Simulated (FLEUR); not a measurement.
# E(M) of MnAu2

Aim: the energy of MnAu2 as a function of its total spin moment.

Main program and level: FLEUR MaX-R8.1; LDA (VWN); all-electron FLAPW, Dirac cores, scalar-relativistic bands.

Most raw output is cut from this account.

The database entry behind the starting cell differs from later determinations by our own check (an axis about 1.9 % short against later determinations), so it need not match the best structure at ambient conditions.

### Step 1. The starting structure

The structure is tetragonal, space group I4/mmm (No. 139). The conventional cell has a = 3.363 Å, b = 3.363 Å, c = 8.592 Å, α = 90.00°, β = 90.00°, γ = 90.00°. Mn has 10 Au at 2.70 to 3.01 Å nearest. Nearest to Au lie 5 Au at 2.58 to 2.93 Å and 5 Mn at 2.70 to 3.01 Å. Farther neighbours are not listed.

As a file:

```
Mn Au
1.0
    -1.68150    1.68150    4.29600
     1.68150   -1.68150    4.29600
     1.68150    1.68150   -4.29600
Mn Au
1 2
Direct
  0.00000 0.00000 0.00000
  0.35000 0.35000 0.00000
  0.65000 0.65000 0.00000
```

### Step 2. The free run

The free run tells which range of moments is worth scanning.

inpgen writes inp.xml from crystal.txt; cutoffs, mixing, functional, smearing and local orbitals are then set in the file. The k list default-1 (kpts.xml, not shown) is a Γ-centred 12×12×12 mesh; where the ranks do not divide the number of points, some are split in two of half the weight.

The input, inp.xml:

```
<?xml version="1.0" encoding="UTF-8" standalone="no"?>
<fleurInput fleurInputVersion="0.39">
   <comment>
      MnAu2
   </comment>
   <calculationSetup>
      <cutoffs Kmax="3.6" Gmax="10.8" GmaxXC="10.8" numbands="0"/>
      <scfLoop itmax="90" minDistance="0.00002" maxIterBroyd="15" imix="Anderson" alpha="0.05" precondParam="0.0" spinf="2.0" sdNocoIR="T"/>
      <coreElectrons ctail="T" frcor="F" kcrel="0" coretail_lmax="0"/>
      <xcFunctional name="vwn" relativisticCorrections="F"/>
      <magnetism jspins="2"/>
      <soc l_soc="F" theta="0.0" phi="0.0" spav="F"/>
      <expertModes spex="0" secvar="F"/>
      <geometryOptimization l_f="F" forcealpha="1.0" forcemix="BFGS" epsdisp="0.00001" epsforce="0.00001"/>
      <ldaU l_linMix="F" mixParam="0.05" spinf="1.0"/>
   </calculationSetup>
   <cell>
      <bzIntegration valenceElectrons="49.0" mode="hist" fermiSmearingEnergy="0.00293995">
         <kPointListSelection listName="default-1"/>
         <xi:include xmlns:xi="http://www.w3.org/2001/XInclude" href="kpts.xml"> </xi:include>
      </bzIntegration>
      <xi:include xmlns:xi="http://www.w3.org/2001/XInclude" href="sym.xml"> </xi:include>
      <bulkLattice scale="1.0">
         <bravaisMatrix>
            <row-1>   -3.1775744785148996     3.1775744785148996     8.1182634312815996</row-1>
            <row-2>    3.1775744785148996    -3.1775744785148996     8.1182634312815996</row-2>
            <row-3>    3.1775744785148996     3.1775744785148996    -8.1182634312815996</row-3>
         </bravaisMatrix>
      </bulkLattice>
   </cell>
   <atomSpecies>
      <species name="Manganese 3.501" element="Mn" atomicNumber="25">
         <mtSphere radius="2.61" gridPoints="863" logIncrement="0.014"/>
         <atomicCutoffs lmax="10" lnonsphr="8"/>
         <electronConfig flipSpins="F">
            <coreConfig>(1s1/2) (2s1/2) (2p1/2) (2p3/2)</coreConfig>
            <valenceConfig>(3s1/2) (3p1/2) (3p3/2) (4s1/2) (3d3/2) (3d5/2)</valenceConfig>
            <stateOccupation state="(3d3/2)" spinUp="1.2505" spinDown="0.7495"/>
            <stateOccupation state="(3d5/2)" spinUp="3.0" spinDown="0.0"/>
         </electronConfig>
         <energyParameters s="4" p="4" d="3" f="4"/>
         <lo type="SCLO" l="0" n="3" eDeriv="0"/>
         <lo type="SCLO" l="1" n="3" eDeriv="0"/>
      </species>
      <species name="Gold (Au)" element="Au" atomicNumber="79">
         <mtSphere radius="2.37" gridPoints="783" logIncrement="0.017"/>
         <atomicCutoffs lmax="8" lnonsphr="6"/>
         <electronConfig flipSpins="F">
            <coreConfig>(1s1/2) (2s1/2) (2p1/2) (2p3/2) (3s1/2) (3p1/2) (3p3/2) (4s1/2) (3d3/2) (3d5/2) (4p1/2) (4p3/2) (5s1/2) (4d3/2) (4d5/2) (4f5/2) (4f7/2)</coreConfig>
            <valenceConfig>(5p1/2) (5p3/2) (6s1/2) (5d3/2) (5d5/2)</valenceConfig>
            <stateOccupation state="(6s1/2)" spinUp="0.500000" spinDown="0.500000"/>
         </electronConfig>
         <energyParameters s="6" p="6" d="5" f="5"/>
         <lo type="SCLO" l="1" n="5" eDeriv="0"/>
      </species>
   </atomSpecies>
   <atomGroups>
      <atomGroup species="Manganese 3.501">
         <relPos label="                   1">.0000000000 .0000000000 .0000000000</relPos>
         <force calculate="T" relaxXYZ="TTT"/>
      </atomGroup>
      <atomGroup species="Gold (Au)">
         <relPos label="                   2">7.000/20.000 7.000/20.000 .0000000000</relPos>
         <relPos label="                   3">-7.000/20.000 -7.000/20.000 .0000000000</relPos>
         <force calculate="T" relaxXYZ="TTT"/>
      </atomGroup>
   </atomGroups>
   <output dos="F" band="F" slice="F">
      <bandDOS minEnergy="-.5*Htr" maxEnergy="0.5*Htr" sigma="0.015" storeEVData="T"/>
      <plotting iplot="0" polar="F">
         <plot TwoD="T" vec1="  1.0  0.0  0.0" vec2="  0.0  1.0  0.0" vec3="  0.0  0.0  1.0" zero="  0.0  0.0  0.0" file="plot"/>
      </plotting>
      <moessbauerParams electricFieldGradient="F" isomerShift="F" coreHyperfine="F" valenceHyperfine="F"/>
   </output>
</fleurInput>
```

The input, crystal.txt:

```
MnAu2
&input film=F cartesian=F /
-1.68150000000  1.68150000000  4.29600000000
1.68150000000  -1.68150000000  4.29600000000
1.68150000000  1.68150000000  -4.29600000000
1.8897261246
1.0 1.0 1.0

3
25 0.00000000000  0.00000000000  0.00000000000 : 3.501
79 0.35000000000  0.35000000000  0.00000000000
79 0.65000000000  0.65000000000  0.00000000000

&kpt div1=12 div2=12 div3=12 gamma=T /
```

The run is started by

```console
$ OMP_NUM_THREADS=1 inpgen -f crystal.txt > inpgen.log  # inp.xml is then edited as shown
$ OMP_NUM_THREADS=1 mpirun -n 4 fleur_MPI > fleur.log
```

Run time: 83 s. Hardware: 4 MPI ranks of Arm Neoverse V1, shared host; peak memory 0.27 GiB.

Spin moment in the muffin-tin sphere by atom:

| atom | spin moment in the muffin-tin sphere (μB) |
| --- | --- |
| Mn1 | 3.81 |
| Au2 | 0.08 |
| Au3 | 0.08 |

Read from the output:

```
free energy                                                       : -1067541.4200 eV
program's band gap on this mesh (in a metal only a level spacing) : 0.005373 eV
magnetization                                                     : 3.968 μB
final state                                                       : ferromagnetic
```

After 23 cycles the largest moment stands at 3.81 μB.

### Step 3. No spin polarisation

Edit inp.xml of step 2 so:

```diff
@@ -10,3 +10,3 @@
       <xcFunctional name="vwn" relativisticCorrections="F"/>
-      <magnetism jspins="2"/>
+      <magnetism jspins="1"/>
       <soc l_soc="F" theta="0.0" phi="0.0" spav="F"/>
@@ -31,3 +31,3 @@
    <atomSpecies>
-      <species name="Manganese 3.501" element="Mn" atomicNumber="25">
+      <species name="Manganese (Mn)" element="Mn" atomicNumber="25">
          <mtSphere radius="2.61" gridPoints="863" logIncrement="0.014"/>
@@ -37,4 +37,4 @@
             <valenceConfig>(3s1/2) (3p1/2) (3p3/2) (4s1/2) (3d3/2) (3d5/2)</valenceConfig>
-            <stateOccupation state="(3d3/2)" spinUp="1.2505" spinDown="0.7495"/>
-            <stateOccupation state="(3d5/2)" spinUp="3.0" spinDown="0.0"/>
+            <stateOccupation state="(3d3/2)" spinUp="1.000000" spinDown="1.000000"/>
+            <stateOccupation state="(3d5/2)" spinUp="1.500000" spinDown="1.500000"/>
          </electronConfig>
@@ -57,3 +57,3 @@
    <atomGroups>
-      <atomGroup species="Manganese 3.501">
+      <atomGroup species="Manganese (Mn)">
          <relPos label="                   1">.0000000000 .0000000000 .0000000000</relPos>
```

Edit crystal.txt of step 2 so:

```diff
@@ -9,3 +9,3 @@
 3
-25 0.00000000000  0.00000000000  0.00000000000 : 3.501
+25 0.00000000000  0.00000000000  0.00000000000
 79 0.35000000000  0.35000000000  0.00000000000
```

The job ended after 46 s (4 MPI ranks; peak memory 0.21 GiB; 3 min of CPU time).

Read from the output:

| Quantity | Value |
| --- | --- |
| free energy | -1067539.8970 eV |
| program's band gap on this mesh (in a metal only a level spacing) | 0.001560 eV |
| final state | non-magnetic (no spin polarisation) |

Its energy lies +1523.0 meV a cell from the free run's.

### Step 4. Moment fixed at 3.572 μB

Two Fermi energies hold the total moment; the run starts from the free run's density.

Edit inp.xml of step 3 so:

```diff
@@ -10,3 +10,3 @@
       <xcFunctional name="vwn" relativisticCorrections="F"/>
-      <magnetism jspins="1"/>
+      <magnetism jspins="2" fixed_moment="3.572"/>
       <soc l_soc="F" theta="0.0" phi="0.0" spav="F"/>
@@ -31,3 +31,3 @@
    <atomSpecies>
-      <species name="Manganese (Mn)" element="Mn" atomicNumber="25">
+      <species name="Manganese 3.501" element="Mn" atomicNumber="25">
          <mtSphere radius="2.61" gridPoints="863" logIncrement="0.014"/>
@@ -37,4 +37,4 @@
             <valenceConfig>(3s1/2) (3p1/2) (3p3/2) (4s1/2) (3d3/2) (3d5/2)</valenceConfig>
-            <stateOccupation state="(3d3/2)" spinUp="1.000000" spinDown="1.000000"/>
-            <stateOccupation state="(3d5/2)" spinUp="1.500000" spinDown="1.500000"/>
+            <stateOccupation state="(3d3/2)" spinUp="1.2505" spinDown="0.7495"/>
+            <stateOccupation state="(3d5/2)" spinUp="3.0" spinDown="0.0"/>
          </electronConfig>
@@ -57,3 +57,3 @@
    <atomGroups>
-      <atomGroup species="Manganese (Mn)">
+      <atomGroup species="Manganese 3.501">
          <relPos label="                   1">.0000000000 .0000000000 .0000000000</relPos>
```

The run is started by

```console
$ OMP_NUM_THREADS=1 mpirun -n 4 fleur_MPI > fleur.log
```

Run time: 65 s. Hardware: 4 MPI ranks; peak memory 0.27 GiB.

Read from the output:

| Item | Value |
| --- | --- |
| magnetization | 3.572 μB |

Its energy lies +62.9 meV a cell from the free run's.

### Step 5. Moment fixed at 4.464 μB

Edit inp.xml of step 4 so:

```diff
@@ -10,3 +10,3 @@
       <xcFunctional name="vwn" relativisticCorrections="F"/>
-      <magnetism jspins="2" fixed_moment="3.572"/>
+      <magnetism jspins="2" fixed_moment="4.464"/>
       <soc l_soc="F" theta="0.0" phi="0.0" spav="F"/>
```

The job ended after 54 s (4 MPI ranks; peak memory 0.27 GiB; 3.6 min of CPU time).

Read from the output:

| Item | Value |
| --- | --- |
| magnetization | 4.464 μB |

Its energy lies +118.2 meV a cell from the free run's.

### Step 6. Moment fixed at 2.679 μB

Edit inp.xml of step 5 so:

```diff
@@ -10,3 +10,3 @@
       <xcFunctional name="vwn" relativisticCorrections="F"/>
-      <magnetism jspins="2" fixed_moment="4.464"/>
+      <magnetism jspins="2" fixed_moment="2.679"/>
       <soc l_soc="F" theta="0.0" phi="0.0" spav="F"/>
```

Elapsed: 82 s, on 4 MPI ranks; peak memory 0.27 GiB.

This step gave:

| Quantity | Value |
| --- | --- |
| magnetization | 2.679 μB |

Its energy lies +542.4 meV a cell from the free run's.

### Step 7. A faulty input

A slip in the input shows what the program catches and what it lets pass.

Edit inp.xml of step 2 so:

```diff
@@ -6,4 +6,4 @@
    <calculationSetup>
-      <cutoffs Kmax="3.6" Gmax="10.8" GmaxXC="10.8" numbands="0"/>
-      <scfLoop itmax="90" minDistance="0.00002" maxIterBroyd="15" imix="Anderson" alpha="0.05" precondParam="0.0" spinf="2.0" sdNocoIR="T"/>
+      <cutoffs Kmax="3.6" Gmax="5.0" GmaxXC="5.0" numbands="0"/>
+      <scfLoop itmax="60" minDistance="0.00002" maxIterBroyd="15" imix="Anderson" alpha="0.05" precondParam="0.0" spinf="2.0" sdNocoIR="T"/>
       <coreElectrons ctail="T" frcor="F" kcrel="0" coretail_lmax="0"/>
```

crystal.txt is that of step 2.

The run is started by

```console
$ OMP_NUM_THREADS=1 inpgen -f crystal.txt > inpgen.log  # inp.xml is then edited as shown
$ OMP_NUM_THREADS=1 mpirun -n 4 fleur_MPI > fleur.log
```

Run time: 3 s. Hardware: 4 MPI ranks; peak memory 0.19 GiB.

The input passed the program's checks, and the first cycle failed.

The program's message: “Diagonalization via LAPACK failed(zhegvx/dsygvx)”

The fault in the input: a density cutoff under twice Kmax.

The density holds products of basis functions, so Gmax must be at least twice Kmax; three times is usual.

### Step 8. The curve

The other moments were run in the same way.

Table of energy over the lowest by total spin moment:

```
total spin moment (μB a cell)  energy over the lowest (meV a cell)
                         0.00                                 1523
                         0.89                                 1400
                         1.79                                 1055
                         2.68                                  542
                         3.57                                 62.9
                         3.97                                    0
                         4.46                                  118
                         5.36                                  861
```

Table of moment, largest sphere moment by total spin moment:

| total spin moment (μB a cell) | moment, largest sphere moment (μB) |
| --- | --- |
| 0.00 | 0 |
| 0.89 | 1.01 |
| 1.79 | 1.98 |
| 2.68 | 2.87 |
| 3.57 | 3.59 |
| 3.97 | 3.81 |
| 4.46 | 4.03 |
| 5.36 | 4.38 |

### Step 9. Summary of results

```yaml
moment_of_the_free_run: 3.97 μB a cell
moment_of_the_lowest_point: 3.97 μB a cell
energy_of_the_spinless_run: 1523 meV a cell over the lowest
```

**Reading.** The lowest point lies 1523 meV a cell under the spinless run, in free energy at a smearing of 0.08 eV. The point at zero is the spinless run. Opposed orders, which also have no total moment, were not run.

[Logs and program files are shortened in this print: banners, set-up blocks, solver, clock and traceback lines can be left out without a mark of their own.]

[Logs are printed without paths, hosts, clocks, repeated set-up lines and the standing remarks that a program may print on its own settings, such as how far it seeks lower states.]

[Hosts, paths, dates, database ids (printed as entryN), source tags and the programs' standing remarks are cut or masked in the printed files.]

[Where a cell is said to come from a database of computed structures, the database is the Materials Project.]
